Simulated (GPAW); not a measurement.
**KTaO3: optical spectrum from first principles**

Aim: the dielectric function of KTaO3, and the optical constants that follow from it.

Main program and level: GPAW 26.7.0; DFT, PBE, plane-wave PAW (GPAW data sets), scalar-relativistic, RPA, optical limit.

## 1. Set-up

The structure is cubic, space group Pm-3m (No. 221). The conventional cell has a = 3.988 Å, b = 3.988 Å, c = 3.988 Å, α = 90.00°, β = 90.00°, γ = 90.00°. Ta has 6 O at 1.99 Å nearest. Nearest to K lie 12 O at 2.82 Å. Nearest to O lie 2 Ta at 1.99 Å and 4 K at 2.82 Å. Farther neighbours and most contacts between anions are not listed.

Coordinates:

```cif
data_structure
_symmetry_space_group_name_H-M 'Pm-3m'
_symmetry_Int_Tables_number 221
_cell_length_a 3.9883
_cell_length_b 3.9883
_cell_length_c 3.9883
_cell_angle_alpha 90.000
_cell_angle_beta 90.000
_cell_angle_gamma 90.000
_cell_volume 63.44
loop_
_atom_site_label
_atom_site_type_symbol
_atom_site_symmetry_multiplicity
_atom_site_Wyckoff_symbol
_atom_site_fract_x
_atom_site_fract_y
_atom_site_fract_z
_atom_site_occupancy
Ta1 Ta 1 a 0.00000 0.00000 0.00000 1
K1 K 1 b 0.50000 0.50000 0.50000 1
O1 O 3 d 0.00000 0.00000 0.50000 1
```

## 2. Ground state

First the ground state: is it a metal or has it a gap?

This step: DFT, PBE, plane-wave PAW (GPAW data sets), scalar-relativistic, ground state (GPAW 26.7.0).

Input file gs.py:

```python
from ase import Atoms
from ase.dft.bandgap import bandgap
from gpaw import GPAW, PW, FermiDirac

atoms = Atoms(['Ta', 'K', 'O', 'O', 'O'],
              cell=[[3.988300000000, 0.000000000000, 0.000000000000],
                    [0.000000000000, 3.988300000000, 0.000000000000],
                    [0.000000000000, 0.000000000000, 3.988300000000]],
              scaled_positions=[[0.000000000000, 0.000000000000, 0.000000000000],
                                [0.500000000000, 0.500000000000, 0.500000000000],
                                [0.000000000000, 0.000000000000, 0.500000000000],
                                [0.000000000000, 0.500000000000, 0.000000000000],
                                [0.500000000000, 0.000000000000, 0.000000000000]],
              pbc=[True, True, True])
atoms.calc = GPAW(mode=PW(550), xc='PBE', kpts={'size': (6, 6, 6), 'gamma': True},
                  occupations=FermiDirac(0.05), maxiter=150, txt='gs.txt')
print('energy (eV)', atoms.get_potential_energy())
print('Fermi level (eV)', atoms.calc.get_fermi_level())
print('valence electrons', atoms.calc.get_number_of_electrons())
print('gap (eV)', bandgap(atoms.calc, output=None)[0])
print('direct gap (eV)', bandgap(atoms.calc, direct=True, output=None)[0])
atoms.calc.write('gs.gpw')
```

Started as:

```
> OMP_NUM_THREADS=1 python gs.py
```

Numbers of over 12 decimals in the logs are rounded to 6 here.

Log:

```text
__  _  _
 | _ |_)|_||  |
 |__||  | ||/\| - 26.7.0

Versions:
  Python: 3.12.14
  ASE:    3.29.0
  Numpy:  2.5.5
  Scipy:  1.18.1
  Libxc:  7.0.0

Input parameters:
  mode=PW(ecut=550.0),
  kpts=MonkhorstPack(size=(6, 6, 6), gamma=True),
  maxiter=150,
  occupations=Occupations(name='fermi-dirac', width=0.05, fixmagmom=False),
  xc=XC(name='PBE')

Diagonalizing LCAO Hamiltonian
Converting LCAO to pw mode
   .---------.
  /|         |
 * |         |
 | |         |
 | |   K     |
 O .---------.
 |O         /
 Ta---O----*

Atoms  # Å, Bohr magnetons
|   | symbol |        x |        y |        z |    initial magnetic moments |
| 0 |     Ta | 0.000000 | 0.000000 | 0.000000 | ( 0.0000,  0.0000,  0.0000) |
| 1 |      K | 1.994150 | 1.994150 | 1.994150 | ( 0.0000,  0.0000,  0.0000) |
| 2 |      O | 0.000000 | 0.000000 | 1.994150 | ( 0.0000,  0.0000,  0.0000) |
| 3 |      O | 0.000000 | 1.994150 | 0.000000 | ( 0.0000,  0.0000,  0.0000) |
| 4 |      O | 1.994150 | 0.000000 | 0.000000 | ( 0.0000,  0.0000,  0.0000) |

Unit cell  # Å
| periodic |        x |        y |        z |  lengths |    angles |
|      yes | 3.988300 | 0.000000 | 0.000000 | 3.988300 | 90.000000 |
|      yes | 0.000000 | 3.988300 | 0.000000 | 3.988300 | 90.000000 |
|      yes | 0.000000 | 0.000000 | 3.988300 | 3.988300 | 90.000000 |

Number of symmetries: 48
Symmetry operations  # r_c * U_cc + t_c -> r_c
|    | kind |            matrix            |
|  0 |  E   |  1, 0, 0,  0, 1, 0,  0, 0, 1 |
|  1 |  σ   |  1, 0, 0,  0, 1, 0,  0, 0,-1 |
|  2 |  σ   |  1, 0, 0,  0, 0, 1,  0, 1, 0 |
|  3 |  C4  |  1, 0, 0,  0, 0, 1,  0,-1, 0 |
|  4 |  C4  |  1, 0, 0,  0, 0,-1,  0, 1, 0 |
|  5 |  σ   |  1, 0, 0,  0, 0,-1,  0,-1, 0 |
|  6 |  σ   |  1, 0, 0,  0,-1, 0,  0, 0, 1 |
|  7 |  C2  |  1, 0, 0,  0,-1, 0,  0, 0,-1 |
|  8 |  σ   |  0, 1, 0,  1, 0, 0,  0, 0, 1 |
|  9 |  C2  |  0, 1, 0,  1, 0, 0,  0, 0,-1 |
| 10 |  C3  |  0, 1, 0,  0, 0, 1,  1, 0, 0 |
| 11 |  S6  |  0, 1, 0,  0, 0, 1, -1, 0, 0 |
| 12 |  S6  |  0, 1, 0,  0, 0,-1,  1, 0, 0 |
| 13 |  C3  |  0, 1, 0,  0, 0,-1, -1, 0, 0 |
| 14 |  C4  |  0, 1, 0, -1, 0, 0,  0, 0, 1 |
| 15 |  S4  |  0, 1, 0, -1, 0, 0,  0, 0,-1 |
| 16 |  C3  |  0, 0, 1,  1, 0, 0,  0, 1, 0 |
| 17 |  S6  |  0, 0, 1,  1, 0, 0,  0,-1, 0 |
| 18 |  σ   |  0, 0, 1,  0, 1, 0,  1, 0, 0 |
| 19 |  C4  |  0, 0, 1,  0, 1, 0, -1, 0, 0 |
| 20 |  C2  |  0, 0, 1,  0,-1, 0,  1, 0, 0 |
| 21 |  S4  |  0, 0, 1,  0,-1, 0, -1, 0, 0 |
| 22 |  S6  |  0, 0, 1, -1, 0, 0,  0, 1, 0 |
| 23 |  C3  |  0, 0, 1, -1, 0, 0,  0,-1, 0 |
| 24 |  S6  |  0, 0,-1,  1, 0, 0,  0, 1, 0 |
| 25 |  C3  |  0, 0,-1,  1, 0, 0,  0,-1, 0 |
| 26 |  C4  |  0, 0,-1,  0, 1, 0,  1, 0, 0 |
| 27 |  σ   |  0, 0,-1,  0, 1, 0, -1, 0, 0 |
| 28 |  S4  |  0, 0,-1,  0,-1, 0,  1, 0, 0 |
| 29 |  C2  |  0, 0,-1,  0,-1, 0, -1, 0, 0 |
| 30 |  C3  |  0, 0,-1, -1, 0, 0,  0, 1, 0 |
| 31 |  S6  |  0, 0,-1, -1, 0, 0,  0,-1, 0 |
| 32 |  C4  |  0,-1, 0,  1, 0, 0,  0, 0, 1 |
| 33 |  S4  |  0,-1, 0,  1, 0, 0,  0, 0,-1 |
| 34 |  S6  |  0,-1, 0,  0, 0, 1,  1, 0, 0 |
| 35 |  C3  |  0,-1, 0,  0, 0, 1, -1, 0, 0 |
| 36 |  C3  |  0,-1, 0,  0, 0,-1,  1, 0, 0 |
| 37 |  S6  |  0,-1, 0,  0, 0,-1, -1, 0, 0 |
| 38 |  σ   |  0,-1, 0, -1, 0, 0,  0, 0, 1 |
| 39 |  C2  |  0,-1, 0, -1, 0, 0,  0, 0,-1 |
| 40 |  σ   | -1, 0, 0,  0, 1, 0,  0, 0, 1 |
| 41 |  C2  | -1, 0, 0,  0, 1, 0,  0, 0,-1 |
| 42 |  C2  | -1, 0, 0,  0, 0, 1,  0, 1, 0 |
| 43 |  S4  | -1, 0, 0,  0, 0, 1,  0,-1, 0 |
| 44 |  S4  | -1, 0, 0,  0, 0,-1,  0, 1, 0 |
| 45 |  C2  | -1, 0, 0,  0, 0,-1,  0,-1, 0 |
| 46 |  C2  | -1, 0, 0,  0,-1, 0,  0, 0, 1 |
| 47 |  i   | -1, 0, 0,  0,-1, 0,  0, 0,-1 |

BZ-sampling:
  Number of BZ points: 216
  Number of IBZ points: 20

  Monkhorst-Pack size: [6, 6, 6]
  Monkhorst-Pack shift: [0.083333, 0.083333, 0.083333]

K-points  # in reciprocal-cell coordinates
|     |                                coordinates |     weight |
|   0 | (  0.00000000,   0.00000000,   0.00000000) | 0.00462963 |
|   1 | (  0.16666667,   0.00000000,   0.00000000) | 0.02777778 |
|   2 | (  0.16666667,   0.16666667,   0.00000000) | 0.05555556 |
|   3 | (  0.16666667,   0.16666667,   0.16666667) | 0.03703704 |
|   4 | (  0.33333333,   0.00000000,   0.00000000) | 0.02777778 |
|   5 | (  0.33333333,   0.16666667,   0.00000000) | 0.11111111 |
|   6 | (  0.33333333,   0.16666667,   0.16666667) | 0.11111111 |
|   7 | (  0.33333333,   0.33333333,   0.00000000) | 0.05555556 |
|   8 | (  0.33333333,   0.33333333,   0.16666667) | 0.11111111 |
|   9 | (  0.33333333,   0.33333333,   0.33333333) | 0.03703704 |
| ... |                                            |            |
|  19 | (  0.50000000,   0.50000000,   0.50000000) | 0.00462963 |

Plane wave coefficients: 1881
Cutoff: 550.0 eV

Spin-components: 1 (collinear spins)
Bands:           28
Projectors:      26
Spin-degeneracy: 2
Datatype:        complex128

Parallelization:
  kpt:    1
  domain: 1
  band:   1

Density:
  Valence electrons: 40.0
  Components: 1
  Grid points: [24 24 24]
  Charge: 0.0  # |e|

Potential:
  Grid points: [24 24 24]

species:
  Ta:
    name:    Tantalum
    id:
    Z:       73.0
    valence: 13
    core:    60
    charge:  0.0  # [|e|]
    compensation charges:
      type: gauss
      rc: 0.42  # [Å]
      lmax: 2
    cutoffs:
      filter: 2.36  # [Å]
      core: 3.45  # [Å]
    projectors
    | kind |    occ | energy [eV] | rcut [Å] |
    |   5s |  2.000 |     -72.790 |    1.365 |
    |   6s |  2.000 |      -5.429 |    1.365 |
    |   5p |  6.000 |     -39.427 |    1.349 |
    |   6p |  0.000 |      -1.396 |    1.349 |
    |   5d |  3.000 |      -3.603 |    1.307 |
    |    d |        |      23.609 |    1.307 |

    Using partial waves for Ta as LCAO basis

  K:
    name:    Potassium
    id:
    Z:       19.0
    valence: 9
    core:    10
    charge:  0.0  # [|e|]
    compensation charges:
      type: gauss
      rc: 0.35  # [Å]
      lmax: 2
    cutoffs:
      filter: 1.91  # [Å]
      core: 1.27  # [Å]
    projectors
    | kind |    occ | energy [eV] | rcut [Å] |
    |   3s |  2.000 |     -35.338 |    1.122 |
    |   4s |  1.000 |      -2.319 |    1.122 |
    |   3p |  6.000 |     -18.813 |    1.106 |
    |    p |        |       8.398 |    1.106 |
    |    d |        |       0.000 |    0.937 |

    Using partial waves for K as LCAO basis

  O:
    name:    Oxygen
    id:
    Z:       8.0
    valence: 6
    core:    2
    charge:  0.0  # [|e|]
    compensation charges:
      type: gauss
      rc: 0.21  # [Å]
      lmax: 2
    cutoffs:
      filter: 1.17  # [Å]
      core: 0.83  # [Å]
    projectors
    | kind |    occ | energy [eV] | rcut [Å] |
    |   2s |  2.000 |     -23.961 |    0.688 |
    |   2p |  4.000 |      -9.029 |    0.598 |
    |    s |        |       3.251 |    0.688 |
    |    p |        |      18.182 |    0.598 |
    |    d |        |       0.000 |    0.619 |

    Using partial waves for O as LCAO basis

Reference energy: -446677.251523  # eV

eigensolver:
  PPCG
  Converge bands: occupied
  niter=2

density mixing:
  MSR1-Mixer
  Pratt-step length: 0.05
  Maximum mixing coefficient: 0.75
  Old densities: 10
  SVD Regularization: 0.005
  Good broyden scale: 1.0
  Trust region scale: 1.0
  Backstep threshold: 4.0
  History deletion threshold: 6.0
  Fourier metric: weight=20.0, sigma=0.015

occupation numbers:
  Fermi-Dirac:
    width: 0.0500  # eV

poisson solver:
  ecut: 4400.0  # eV

xc functional:
  name: PBE with 2 nearest neighbor stencil

convergence criteria:
- Maximum [total energy] change in last 3 cyles: 0.0005 eV / valence electron
- Maximum integral of absolute [dens]ity change: 0.0001 electrons / valence electron
- Maximum integral of absolute [eigenst]ate change: 4e-08 eV^2 / valence electron
maximum number of iterations: 150

SCF iterations
|iter     |      energy | eigst |  dens |
|iter:   1||  -44.843064 | -0.12 |       |
|iter:   2||  -43.242130 | -1.74 | -0.87 |
|iter:   3||  -39.399102 | -0.49 | -0.93 |
|iter:   4||  -39.360888 | -2.25 | -1.54 |
|iter:   5||  -39.366867 | -2.90 | -1.76 |
|iter:   6||  -39.365913c| -4.10 | -2.62 |
|iter:   7||  -39.366011c| -5.17 | -3.11 |
|iter:   8||  -39.366022c| -6.58 | -3.67 |
|iter:   9||  -39.366022c| -7.71c| -4.36c|

Converged in 9 steps
SCF loop duration: 15.109 s (1.679 s/step)
Energy contributions relative to reference atoms: (reference = -446677.251523)

Energy contributions:
  Kinetic:          33.407739
  Coulomb:         -36.798524
  Zero:             -0.298441
  External:          0.000000
  Xc:              -35.676796
  Entropy:          -0.000000
  Spinorbit:         0.000000
  ----------------------------
  Free energy:     -39.366022
  Extrapolated:    -39.366022

dipole moment: (-36.847144, -36.847144, -36.847144)  # |e|*Ang

Fermi level: 6.454
Eigenvalues  # (at kpt = [0.000, 0.000, 0.000])
| band index |      eig [eV] | occ [0-2] |
|          0 |       -62.015 |     2.000 |
|        ... |               |           |
|         12 |         3.001 |     2.000 |
|         13 |         3.001 |     2.000 |
|         14 |         4.352 |     2.000 |
|         15 |         4.352 |     2.000 |
|         16 |         4.352 |     2.000 |
|         17 |         4.797 |     2.000 |
|         18 |         4.797 |     2.000 |
|         19 |         4.797 |     2.000 |
|         20 |         7.600 |     0.000 |
|         21 |         7.600 |     0.000 |
|         22 |         7.600 |     0.000 |
|         23 |        12.059 |     0.000 |
|         24 |        12.174 |     0.000 |
|         25 |        12.174 |     0.000 |
|         26 |        13.486 |     0.000 |
|         27 |        13.486 |     0.000 |

Gap: 2.181 eV
Transition (v -> c):
  (s=0, k=19, n=19, [0.50, 0.50, 0.50]) -> (s=0, k=0, n=20, [0.00, 0.00, 0.00])
Direct/indirect transitions are different
Direct gap: 2.803 eV
Transition at: (s=0, k=0, n=19, [0.00, 0.00, 0.00])

--- standard output ---
energy (eV) -39.366022
Fermi level (eV) 6.454180
valence electrons 40.0
gap (eV) 2.181279
direct gap (eV) 2.803417
```

Wall time 17 s (1 thread of Arm Neoverse V2, shared host); peak memory 0.17 GiB.

This step gave:

- energy: -39.37 eV
- Fermi energy: 6.454 eV
- gap on the k-mesh: 2.181 eV
- direct gap on the mesh: 2.803 eV
- electrons: 40

There is a gap, 2.18 eV on this mesh (points off the mesh can give less), so no carriers' term is needed.

## 3. Bands for the response

At the fixed density, many empty bands are solved on the mesh of the response, since the spectrum sums over them.

This step: DFT, PBE, plane-wave PAW (GPAW data sets), scalar-relativistic, bands at fixed density (GPAW 26.7.0).

Input file nscf.py:

```python
from ase.dft.bandgap import bandgap
from gpaw import GPAW, FermiDirac

calc = GPAW('gs.gpw').fixed_density(kpts={'size': (7, 7, 7), 'gamma': True}, nbands=62, convergence={'bands': 56},
                                    occupations=FermiDirac(0.001), txt='nscf.txt')
print('gap (eV)', bandgap(calc, output=None)[0])
print('direct gap (eV)', bandgap(calc, direct=True, output=None)[0])
print('top band over the Fermi level (eV)', min(calc.get_eigenvalues(kpt=k)[55] for k in range(len(calc.get_ibz_k_points()))) - calc.get_fermi_level())
calc.write('full.gpw', mode='all')
```

Started as:

```
> OMP_NUM_THREADS=1 python nscf.py
```

Log:

```text
Diagonalizing LCAO Hamiltonian
Converting LCAO to pw mode
convergence criteria:
- Maximum integral of absolute [eigenst]ate change: 4e-08 eV^2 / valence electron
maximum number of iterations: 150

SCF iterations
|iter     |      energy | eigst |  dens |
|iter:   1||             | +3.40 |       |
|iter:   2||             | +2.18 |       |
|iter:   3||             | +0.91 |       |
|iter:   4||             | -0.27 |       |
|iter:   5||             | -1.13 |       |
|iter:   6||             | -2.17 |       |
|iter:   7||             | -3.04 |       |
|iter:   8||             | -4.02 |       |
|iter:   9||             | -4.85 |       |
|iter:  10||             | -5.81 |       |
|iter:  11||             | -6.63 |       |
|iter:  12||             | -7.27 |       |
|iter:  13||             | -7.67c|       |
SCF steps: 13
  __  _  _
 | _ |_)|_||  |
 |__||  | ||/\| - 26.7.0

Versions:
  Python: 3.12.14
  ASE:    3.29.0
  Numpy:  2.5.5
  Scipy:  1.18.1
  Libxc:  7.0.0

Input parameters:
  mode=PW(ecut=550.0),
  convergence={'bands': 56},
  gpts=array([24, 24, 24]),
  kpts=MonkhorstPack(size=(7, 7, 7), gamma=True),
  maxiter=150,
  nbands=62,
  occupations=Occupations(name='fermi-dirac', width=0.001, fixmagmom=False),
  parallel={},
  xc=XC(name='PBE')

--- standard output ---
gap (eV) 2.242910
direct gap (eV) 2.803417
top band over the Fermi level (eV) 30.716938
```

It took 45 s on 1 thread; peak memory 0.22 GiB.

Read-outs, printed or worked out from the files:

* gap on the k-mesh: 2.243 eV

(Part 1 of 2 ends here.)

[Machine, clock and banner lines and Python warnings are left out of the logs.]

[Logs are printed without paths, hosts, clocks, repeated set-up lines and the standing remarks that a program may print on its own settings, such as how far it seeks lower states.]

[Hosts, paths, dates, database ids (printed as entryN), source tags and the programs' standing remarks are cut or masked in the printed files.]
